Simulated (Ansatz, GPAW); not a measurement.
# Work function of a 11-layer slab of Ir(110) at several levels

How far do functional and basis move the work function of a 11-layer slab of Ir(110)?

Program: GPAW 26.7.0 and Ansatz 0.2.0. Level of theory: Ansatz plane waves; slab in vacuum with a dipole correction, relaxation, in the first sound run; inputs show where later runs differ. Results are calculated unless marked as measured.

### 1. Starting point

The cell holds 11 atoms: 11 Ir. Its edges and angles: a = 3.840 Å, b = 2.715 Å, c = 31.576 Å, α = 90.0°, β = 90.0°, γ = 90.0°. Vacuum lies along c.

### 2. Relaxation

Forces are removed first; all later runs use this geometry. The lowest 5 atoms are held at bulk positions and keep their forces.

input.yaml

```yaml
crystal:
  lattice:
    - [3.84, 0.0, 0.0]
    - [0.0, 2.7152900398, 0.0]
    - [0.0, 0.0, 31.5764501988]
  atoms:
    - { symbol: Ir, position: [0.0, 0.0, 0.2850225387] }
    - { symbol: Ir, position: [0.5, 0.5, 0.328018031] }
    - { symbol: Ir, position: [0.0, 0.0, 0.3710135232] }
    - { symbol: Ir, position: [0.5, 0.5, 0.4140090155] }
    - { symbol: Ir, position: [0.0, 0.0, 0.4570045077] }
    - { symbol: Ir, position: [0.5, 0.5, 0.5] }
    - { symbol: Ir, position: [0.0, 0.0, 0.5429954923] }
    - { symbol: Ir, position: [0.5, 0.5, 0.5859909845] }
    - { symbol: Ir, position: [0.0, 0.0, 0.6289864768] }
    - { symbol: Ir, position: [0.5, 0.5, 0.671981969] }
    - { symbol: Ir, position: [0.0, 0.0, 0.7149774613] }
kpoints:
  mp_grid: { grid: [8, 12, 1] }
hamiltonian:
  xc: pbe
scf:
  occupations: { method: fermi_dirac, width: 0.1 }
efield:
  axis: 3
  dipole_correction: true
  ramp_width: 0.05
relax:
  f_tol: 0.02
  max_steps: 60
  constraints: [{ sites: [0, 1, 2, 3, 4] }]
output:
  write_potential: true
  write_density: true
  volumetric_format: npy
```

Command:

```bash
$ ansatz run input.yaml --threads 4 --pin off --max-ram 8192MiB --backend cpu --events-out ev --progress --plain --runs-dir out
```

Numbers of over 12 decimals in the logs are rounded to 6 here.

Log:

```text
Engine: ansatz 0.2.0, aarch64-unknown-linux-gnu
Pseudopotentials: kind: paw
Pseudopotential: Ir, paw, valence charge 17, recommended cutoff 420 eV (normal), Ir.paw.azcp
Functional definition: PBE
  parameter kappa = 0.804
  parameter beta = 0.066725
  exchange = pbe_x(kappa = kappa, mu = beta*pi^2/3)
  correlation = pbe_c(beta = beta)
Crystal: 11 atoms, lattice volume = 329.239 Å³
Basis set: ecut = 420 eV, 6465 PW (Γ), exchange–correlation on 54×40×432 points (8 copies of the dense FFT grid, shifted against one another)
Bands: 113, of which v1, the nominal top of the filled ones, is band 94 counted from 1 (93 counted from 0)
Symmetry: 4 space group operations
k-points: 35 of 96
Non-local potential: Ir, projectors of the file, l = 0: 3, l = 1: 2, l = 2: 2, l = 3: 1
PAW form: soft (Blöchl's): semilocal exchange-correlation on the pseudo side does not see the compensation charge
PAW one-centre angular grid: Ir, 590 points (default); XC on 64 Gauss nodes
Initial density: superposition of atomic densities (neutral atoms: chi_scale 0, normalization atom), corrected by the library's trained network
Initial wavefunctions: pseudopotential atomic-orbital guess
Functional: x = pbe(κ = 0.804, μ = 0.219515), c = pbe(β = 0.066725)
SCF iter   1: F=—  HF=-131284.771221 eV  |F-HF|=—  |Δ(HF+E_count)|=         —  Δρ=1.48e-2  dr2=1.68e1  ethr=1.77e-3  p=0.000 e·Å  D=1.11e-13 V/Å  ΔV_dip=-0.00 eV  dr2_dipole=5.96e-7  V_vac-E_F(+/−)=4.65/4.65 eV  ⟨swp⟩=7.2  Hψ=16030  notcnv=0  defer=42
efield: sawtooth ramp at fractional position 0.9750 (placed from the atoms, in the widest stretch of the axis that holds none; the zero of the levels goes with the place), width 0.0500; the density the first Hamiltonian is built on has a dipole p = 0.000 e·Å; the dipole correction subtracts the counter field D = 1.11e-13 V/Å, which shifts the + side's vacuum level by -0.00 eV against the − side's; the planar-averaged density in the ramp window peaks in size at 8.3e-6 e/Å³
preconditioner: auto → LDOS  [metal: Δε(μ)=0.013 eV  Ē_g=6.430 eV  σ=0.100 eV  W_gap=0.03  n_scr=80 (ndim 8)  ℏωp=20.4 eV  f_vac=0.479  D(μ)=12.55/eV (n_scr^D=94)  β→1.0]
SCF iter   2: F=—  HF=-131284.606129 eV  |F-HF|=—  |Δ(HF+E_count)|=   1.65e-1  Δρ=2.84e-3  dr2=8.56e-2  ethr=1.77e-3  p=-0.000 e·Å  D=-1.67e-5 V/Å  ΔV_dip=0.00 eV  dr2_dipole=9.56e-7  V_vac-E_F(+/−)=4.94/4.93 eV  ⟨swp⟩=2.0  Hψ=4644  notcnv=0  defer=65
SCF iter   3: F=—  HF=-131284.603664 eV  |F-HF|=—  |Δ(HF+E_count)|=   2.47e-3  Δρ=1.14e-3  dr2=7.91e-3  ethr=4.58e-5  p=-0.000 e·Å  D=-2.35e-6 V/Å  ΔV_dip=0.00 eV  dr2_dipole=2.26e-7  V_vac-E_F(+/−)=4.98/4.98 eV  ⟨swp⟩=2.0  Hψ=5884  notcnv=0  defer=73
SCF iter   4: F=—  HF=-131284.601884 eV  |F-HF|=—  |Δ(HF+E_count)|=   1.78e-3  Δρ=2.53e-4  dr2=7.65e-4  ethr=4.23e-6  p=-0.000 e·Å  D=-3.64e-6 V/Å  ΔV_dip=0.00 eV  dr2_dipole=5.93e-10  V_vac-E_F(+/−)=5.00/5.00 eV  ⟨swp⟩=2.0  Hψ=5693  notcnv=0  defer=73
SCF iter   5: F=—  HF=-131284.601897 eV  |F-HF|=—  |Δ(HF+E_count)|=   1.38e-5  Δρ=1.01e-4  dr2=1.64e-4  ethr=4.09e-7  p=-0.000 e·Å  D=-1.05e-6 V/Å  ΔV_dip=0.00 eV  dr2_dipole=2.50e-10  V_vac-E_F(+/−)=5.02/5.02 eV  ⟨swp⟩=2.2  Hψ=5957  notcnv=0  defer=73
SCF iter   6: F=-131284.601873 eV  HF=-131284.601876 eV  |F-HF|=2.74e-6  |Δ(HF+E_count)|=   2.13e-5  Δρ=3.94e-5  dr2=9.40e-6  ethr=5.35e-9  p=-0.000 e·Å  D=-7.17e-7 V/Å  ΔV_dip=0.00 eV  dr2_dipole=2.00e-10  V_vac-E_F(+/−)=5.03/5.03 eV  ⟨swp⟩=12.1  Hψ=40954  notcnv=0
SCF 1 converged in 6 iterations: F = -131284.601873 eV  dr2 = 9.40e-6
  greatest PAW one-centre occupation: 1.000 electrons in one spin orbital (limit 2), on the Ir atom at site 5 (counted from 0), in its partial waves of l = 0
relax step   1: F+E_penalty+E_count = -131284.60187327 eV  Δ(F+E_penalty+E_count) = +0.000e0 eV  max|allowed force component| = 1.214e0 eV/Å  Δτ_max = 0.0000 Å  (6 SCF iters, dr2 threshold 1.00e-5 eV, accepted)
Initial density: handed on by an earlier stage of this run
Initial wavefunctions: those handed on with the density
iter 1 solved again at ethr=7.85e-4 eV; its pass at ethr=3.10e-3 eV (dr2=1.47e0 eV) is discarded
SCF iter   1: F=—  HF=-131284.637955 eV  |F-HF|=—  |Δ(HF+E_count)|=         —  Δρ=1.06e-2  dr2=1.53e0  ethr=7.85e-4  p=-0.000 e·Å  D=-7.87e-7 V/Å  ΔV_dip=0.00 eV  dr2_dipole=8.06e-1  V_vac-E_F(+/−)=5.00/5.00 eV  ⟨swp⟩=1.5  Hψ=14863  notcnv=0  defer=60
efield: sawtooth ramp at fractional position 0.9750 (handed on by an earlier solve), width 0.0500; the density the first Hamiltonian is built on has a dipole p = -0.000 e·Å; the dipole correction subtracts the counter field D = -7.87e-7 V/Å, which shifts the + side's vacuum level by +0.00 eV against the − side's; the planar-averaged density in the ramp window peaks in size at 1.4e-6 e/Å³
preconditioner: auto → LDOS  [metal: Δε(μ)=0.019 eV  Ē_g=6.510 eV  σ=0.100 eV  W_gap=0.05  n_scr=80 (ndim 8)  ℏωp=20.4 eV  f_vac=0.480  D(μ)=12.39/eV (n_scr^D=94)  β→1.0]
SCF iter   2: F=—  HF=-131284.602773 eV  |F-HF|=—  |Δ(HF+E_count)|=   3.52e-2  Δρ=2.99e-3  dr2=5.32e-2  ethr=7.85e-4  p=0.014 e·Å  D=7.72e-3 V/Å  ΔV_dip=-0.24 eV  dr2_dipole=7.05e-3  V_vac-E_F(+/−)=4.77/5.01 eV  ⟨swp⟩=2.6  Hψ=6352  notcnv=0  defer=55
SCF iter   3: F=—  HF=-131284.597982 eV  |F-HF|=—  |Δ(HF+E_count)|=   4.79e-3  Δρ=1.31e-3  dr2=1.39e-2  ethr=2.85e-5  p=0.012 e·Å  D=6.77e-3 V/Å  ΔV_dip=-0.21 eV  dr2_dipole=9.57e-5  V_vac-E_F(+/−)=4.80/5.02 eV  ⟨swp⟩=2.8  Hψ=7526  notcnv=0  defer=66
SCF iter   4: F=—  HF=-131284.594672 eV  |F-HF|=—  |Δ(HF+E_count)|=   3.31e-3  Δρ=3.80e-4  dr2=1.23e-3  ethr=7.45e-6  p=0.014 e·Å  D=7.53e-3 V/Å  ΔV_dip=-0.24 eV  dr2_dipole=6.12e-5  V_vac-E_F(+/−)=4.78/5.01 eV  ⟨swp⟩=2.4  Hψ=6325  notcnv=0  defer=72
SCF iter   5: F=—  HF=-131284.594696 eV  |F-HF|=—  |Δ(HF+E_count)|=   2.36e-5  Δρ=1.44e-4  dr2=1.65e-4  ethr=6.58e-7  p=0.014 e·Å  D=7.85e-3 V/Å  ΔV_dip=-0.25 eV  dr2_dipole=1.49e-6  V_vac-E_F(+/−)=4.77/5.01 eV  ⟨swp⟩=2.3  Hψ=6036  notcnv=0  defer=72
SCF iter   6: F=-131284.594696 eV  HF=-131284.594707 eV  |F-HF|=1.16e-5  |Δ(HF+E_count)|=   1.17e-5  Δρ=4.91e-5  dr2=1.69e-5  ethr=4.93e-8  p=0.015 e·Å  D=8.01e-3 V/Å  ΔV_dip=-0.25 eV  dr2_dipole=8.43e-7  V_vac-E_F(+/−)=4.76/5.01 eV  ⟨swp⟩=12.3  Hψ=39786  notcnv=0
SCF 2 converged in 6 iterations: F = -131284.594696 eV  dr2 = 1.69e-5
  greatest PAW one-centre occupation: 1.000 electrons in one spin orbital (limit 2), on the Ir atom at site 9 (counted from 0), in its partial waves of l = 0
[...]
SCF iter   5: F=—  HF=-131284.712608 eV  |F-HF|=—  |Δ(HF+E_count)|=   8.49e-5  Δρ=7.22e-5  dr2=4.06e-5  ethr=2.44e-7  p=0.007 e·Å  D=3.94e-3 V/Å  ΔV_dip=-0.12 eV  dr2_dipole=3.53e-8  V_vac-E_F(+/−)=4.90/5.02 eV  ⟨swp⟩=2.9  Hψ=6865  notcnv=0  defer=77
SCF iter   6: F=—  HF=-131284.712182 eV  |F-HF|=—  |Δ(HF+E_count)|=   4.26e-4  Δρ=2.68e-5  dr2=8.25e-6  ethr=2.17e-8  p=0.007 e·Å  D=3.81e-3 V/Å  ΔV_dip=-0.12 eV  dr2_dipole=4.34e-8  V_vac-E_F(+/−)=4.90/5.02 eV  ⟨swp⟩=2.1  Hψ=5752  notcnv=0  defer=77
SCF iter   7: F=—  HF=-131284.712184 eV  |F-HF|=—  |Δ(HF+E_count)|=   1.29e-6  Δρ=8.11e-6  dr2=6.13e-7  ethr=4.41e-9  p=0.007 e·Å  D=3.71e-3 V/Å  ΔV_dip=-0.12 eV  dr2_dipole=6.79e-8  V_vac-E_F(+/−)=4.90/5.02 eV  ⟨swp⟩=2.0  Hψ=5533  notcnv=0  defer=77
SCF iter   8: F=-131284.712184 eV  HF=-131284.712184 eV  |F-HF|=3.73e-8  |Δ(HF+E_count)|=   4.86e-9  Δρ=3.14e-6  dr2=5.11e-8  ethr=5.35e-11  p=0.007 e·Å  D=3.67e-3 V/Å  ΔV_dip=-0.12 eV  dr2_dipole=6.19e-11  V_vac-E_F(+/−)=4.90/5.02 eV  ⟨swp⟩=12.1  Hψ=32651  notcnv=0
SCF 3 converged in 8 iterations: F = -131284.712184 eV  dr2 = 5.11e-8
  greatest PAW one-centre occupation: 1.000 electrons in one spin orbital (limit 2), on the Ir atom at site 6 (counted from 0), in its partial waves of l = 0
relax step   3: F+E_penalty+E_count = -131284.71218367 eV  Δ(F+E_penalty+E_count) = -1.103e-1 eV  max|allowed force component| = 1.668e-1 eV/Å  Δτ_max = 0.0938 Å  (8 SCF iters, accepted)
[...]
relax step   4: F+E_penalty+E_count = -131284.71642696 eV  Δ(F+E_penalty+E_count) = -4.243e-3 eV  max|allowed force component| = 2.659e-1 eV/Å  Δτ_max = 0.0823 Å  (7 SCF iters, dr2 threshold 1.74e-6 eV, accepted)
[...]
relax step   5: F+E_penalty+E_count = -131284.72022759 eV  Δ(F+E_penalty+E_count) = -3.801e-3 eV  max|allowed force component| = 1.071e-2 eV/Å  Δτ_max = 0.0271 Å  (6 SCF iters, dr2 threshold 4.42e-6 eV, accepted)
iter 1 solved again at ethr=2.45e-10 eV; its pass at ethr=3.10e-3 eV (dr2=4.59e-7 eV) is discarded
SCF iter   1: F=—  HF=-131284.720228 eV  |F-HF|=—  |Δ(HF+E_count)|=         —  Δρ=7.97e-6  dr2=4.56e-7  ethr=2.45e-10  p=0.005 e·Å  D=2.90e-3 V/Å  ΔV_dip=-0.09 eV  dr2_dipole=5.43e-9  V_vac-E_F(+/−)=4.92/5.02 eV  ⟨swp⟩=1.1  Hψ=9395  notcnv=0  defer=78
efield: sawtooth ramp at fractional position 0.9750 (handed on by an earlier solve), width 0.0500; the density the first Hamiltonian is built on has a dipole p = 0.005 e·Å; the dipole correction subtracts the counter field D = 2.90e-3 V/Å, which shifts the + side's vacuum level by -0.09 eV against the − side's; the planar-averaged density in the ramp window peaks in size at 2.2e-6 e/Å³
preconditioner: auto → LDOS  [metal: Δε(μ)=0.019 eV  Ē_g=6.468 eV  σ=0.100 eV  W_gap=0.05  n_scr=80 (ndim 8)  ℏωp=20.4 eV  f_vac=0.478  D(μ)=12.68/eV (n_scr^D=94)  β→1.0]
SCF iter   2: F=—  HF=-131284.720228 eV  |F-HF|=—  |Δ(HF+E_count)|=   4.40e-7  Δρ=6.97e-6  dr2=4.54e-7  ethr=2.44e-10  p=0.005 e·Å  D=2.88e-3 V/Å  ΔV_dip=-0.09 eV  dr2_dipole=4.29e-8  V_vac-E_F(+/−)=4.93/5.02 eV  ⟨swp⟩=2.1  Hψ=6657  notcnv=0  defer=78
SCF iter   3: F=-131284.720228 eV  HF=-131284.720228 eV  |F-HF|=1.75e-8  |Δ(HF+E_count)|=   4.77e-8  Δρ=2.18e-6  dr2=4.68e-8  ethr=5.35e-11  p=0.005 e·Å  D=2.87e-3 V/Å  ΔV_dip=-0.09 eV  dr2_dipole=2.02e-9  V_vac-E_F(+/−)=4.93/5.02 eV  ⟨swp⟩=10.1  Hψ=32811  notcnv=0
SCF 6 converged in 3 iterations: F = -131284.720228 eV  dr2 = 4.68e-8
relax step   6: F+E_penalty+E_count = -131284.72022786 eV  Δ(F+E_penalty+E_count) = -2.756e-7 eV  max|allowed force component| = 1.062e-2 eV/Å  Δτ_max = 0.0000 Å  (3 SCF iters, accepted)
NSCF: frozen V_eff on 35 k-points
the band table was solved once a step of the walk had ended and its energy, with any forces and stress, was formed, with the checks that follow a solve (20688 applications of the Hamiltonian). They found nothing against the state; the energy, forces and stress were not computed again (output.eigenvalues in the input reference)
WARN: The output density's exchange-correlation potential varies sharply where the density is thin. Do not read a vacuum level from v_tot or v_xc, or from such a field of the output density. On a cell that repeats whose density bears no net charge and no dipole along the vacuum's axis use v_es (v_loc + v_h of the components); under efield.dipole_correction with no amplitude use v_es + v_field, which holds any externa [...]
SCF converged after 3 iterations
Free energy (F): -131284.720228 eV
Harris-Foulkes:  -131284.720228 eV  (|F-HF|=1.75e-8)
Internal energy: -131284.303663 eV  (E = F + TS)
E sigma→0 (E₀):  -131284.511945 eV
Entropy (-TS):   -0.416565 eV (-37.870 meV/atom)
Fermi energy:    9.547802 eV
Dipole field:    D = 0.002920 V/Å  (p = 0.005313 e·Å, saw-weighted, corrected)
Work function:   Φ+ = 4.9251 eV   Φ− = 5.0173 eV
Levels:          The Fermi level and band energies are counted from a zero that moves with the ramp; work functions are not
--- Per-component energies (eV) ---
  E_band       = -3900.622035
  E_kinetic    = 6845.229895
  E_local      = -451435.963692  (includes V_loc(G=0)·N_el)
  E_nonlocal   = 801.715341
  E_hartree    = 222866.473778
  E_xc         = -2942.048139
  E_vxc        = -3293.287375  (∫ρ·V_xc dr)
  E_paw        = -101457.842232  (= ΣΔE_a)
  E_vpaw       = -2551.233979  (= ΣTr[D̂ρ^β])
  E_aug_tail   = 0.000619  (compensation charges beyond the density's cutoff)
  E_efield     = 0.000008  (sawtooth field / dipole correction)
  E_vefield    = -0.016671  (∫n·V_field dr)
  E_ewald      = 194038.130759
  E_smearing   = -0.416565  (= −TS)
  E_closure    = -0.000000  (closes the sum)
  Σ components = -131284.720228   (vs F -131284.720228, Δ=0.00e0)
--- Forces (eV/Å), atoms counted from 1 ---
  atom   1  Ir     0.00000000     0.00000000     1.22670724
  atom   2  Ir    -0.00000000    -0.00000000    -1.21908568
  atom   3  Ir    -0.00000000     0.00000000    -0.44439495
  atom   4  Ir     0.00000000    -0.00000000     0.49314054
  atom   5  Ir    -0.00000000     0.00000000    -0.04681343
  atom   6  Ir     0.00000000     0.00000000     0.00429952
  atom   7  Ir    -0.00000000     0.00000000    -0.01062171
  atom   8  Ir     0.00000000     0.00000000     0.00319927
  atom   9  Ir    -0.00000000     0.00000000    -0.01061968
  atom  10  Ir     0.00000000    -0.00000000     0.00660363
  atom  11  Ir    -0.00000000    -0.00000000    -0.00249386
  max |Σ_I F_I| component: 7.91e-5 eV/Å
--- Band table (eV; the first three rows and the last of 35) ---
  k-point 0: bands = [... 90 lower, 8.5657, 8.7254, 8.8444, 8.9474, 9.2391, 9.3172, 9.7016, 9.9397, ... 15 higher]
  k-point 1: bands = [... 90 lower, 8.5929, 8.7235, 8.8452, 8.9514, 9.2987, 9.4703, 9.6740, 9.8285, ... 15 higher]
  k-point 2: bands = [... 90 lower, 8.6954, 8.8538, 8.9424, 9.0005, 9.2374, 9.4082, 9.4177, 9.6325, ... 15 higher]
  k-point 34: bands = [... 90 lower, 10.2719, 10.2801, 10.2894, 10.3048, 10.4116, 10.4619, 10.4817, 10.5201, ... 15 higher]
--- Relaxed structure (6 steps of the walk, 5 accepted, 0 SCFs on fresh bases) ---
  F+E_penalty+E_count = -131284.72022786 eV   max|allowed force component| = 1.062e-2 eV/Å
  atoms:
    - { symbol: Ir, position: [0.0, 0.0, 0.285023] }
    - { symbol: Ir, position: [0.5, 0.500000, 0.328018] }
    - { symbol: Ir, position: [0.0, 0.0, 0.371014] }
    - { symbol: Ir, position: [0.5, 0.500000, 0.414009] }
    - { symbol: Ir, position: [0.0, 0.0, 0.457005] }
    - { symbol: Ir, position: [0.5, 0.500000, 0.500831] }
    - { symbol: Ir, position: [2.7784925730894906e-18, 0, 0.545024] }
    - { symbol: Ir, position: [0.5, 0.500000, 0.587394] }
    - { symbol: Ir, position: [2.7100852567174116e-18, 0, 0.630965] }
    - { symbol: Ir, position: [0.5, 0.500000, 0.676793] }
    - { symbol: Ir, position: [-5.578783982001719e-19, 0, 0.714570] }
```

Elapsed: 6.4 min, on 4 threads of Arm Neoverse N1, shared host; peak memory 1.5 GiB.

The steps of the relaxation:

```
step  energy less that of the first step (eV)  largest force component (eV/Å)
   1                                   0.0000                          1.2140
   2                                   0.0072                          1.9657
   3                                  -0.1103                          0.1668
   4                                  -0.1146                          0.2659
   5                                  -0.1184                          0.0107
   6                                  -0.1184                          0.0106
```

Relaxation step 2 was tried and not accepted.

The run keeps the 4 symmetry operations that it works with, so distortions that break them were not tested.

The atoms that moved most (Å):

```
atom     dx     dy      dz  length
Ir10  0.000  0.000   0.152   0.152
 Ir7  0.000  0.000   0.064   0.064
 Ir9  0.000  0.000   0.062   0.062
 Ir8  0.000  0.000   0.044   0.044
 Ir6  0.000  0.000   0.026   0.026
Ir11  0.000  0.000  -0.013   0.013
```

Final coordinates:

```
Ir
1.0
     3.84000    0.00000    0.00000
     0.00000    2.71529    0.00000
     0.00000    0.00000   31.57645
Ir
11
Direct
  0.00000 0.00000 0.28502
  0.50000 0.50000 0.32802
  0.00000 0.00000 0.37101
  0.50000 0.50000 0.41401
  0.00000 0.00000 0.45700
  0.50000 0.50000 0.50083
  0.00000 0.00000 0.54502
  0.50000 0.50000 0.58739
  0.00000 0.00000 0.63097
  0.50000 0.50000 0.67679
  0.00000 0.00000 0.71457
```

This step gave:

| Property | Result |
| --- | --- |
| free energy | -131284.7202 eV |
| smearing term TS | 0.4166 eV |
| symmetry operations | 4 |
| upper work function | 4.925 eV |
| lower work function | 5.017 eV |
| dipole along the normal | 0.005313 e·Å |
| dipole field | 0.002920 V/Å |
| vacuum level above | 14.47 eV |
| vacuum level below | 14.57 eV |

The electrostatic potential energy of an electron (with the applied field's), less the Fermi level, planar mean oscillates, so the rows of the table below give means over windows of 1.32 Å about each position, cut where the curve ends. Its maxima inside the range that stand out by 2 % of the span (Å: eV): 9.6: -11.4, 11.1: -12.1, 12.4: -12.1, 13.7: -12.1, 15.1: -11.6, 16.5: -11.3, 17.8: -12.5, 19.3: -11.7, 20.6: -10.3. Its minima: 9.1: -13.8, 10.4: -15.0, 11.7: -15.1, 13.0: -15.0, 14.5: -15.0, 15.8: -14.9, 17.3: -15.0, 18.6: -15.0, 19.9: -14.7, 21.5: -15.5.

The electrostatic potential energy of an electron (with the applied field's), less the Fermi level, planar mean by z; means over each step:

```
z (Å)  electrostatic potential energy of an electron (with the applied field's), less the Fermi level, planar mean (eV)
 0.66                                                                                                              5.00
 1.98                                                                                                              5.02
 3.30                                                                                                              5.02
 4.62                                                                                                              5.02
 5.94                                                                                                              4.99
 7.26                                                                                                              4.26
 8.58                                                                                                             -7.50
 9.90                                                                                                             -13.1
11.22                                                                                                             -13.5
12.54                                                                                                             -13.5
13.86                                                                                                             -13.5
15.18                                                                                                             -13.1
16.50                                                                                                             -13.0
17.82                                                                                                             -13.7
19.14                                                                                                             -13.2
20.46                                                                                                             -12.4
21.78                                                                                                             -15.0
23.10                                                                                                             -6.38
24.42                                                                                                              4.38
25.74                                                                                                              4.91
27.06                                                                                                              4.93
28.38                                                                                                              4.93
29.70                                                                                                              4.93
31.02                                                                                                              4.94
```

(Part 1 of 4 ends here.)

[Logs are printed without paths, hosts, clocks, repeated set-up lines and the standing remarks that a program may print on its own settings, such as how far it seeks lower states.]

[Hosts, paths, dates, database ids (printed as entryN), source tags and the programs' standing remarks are cut or masked in the printed files.]
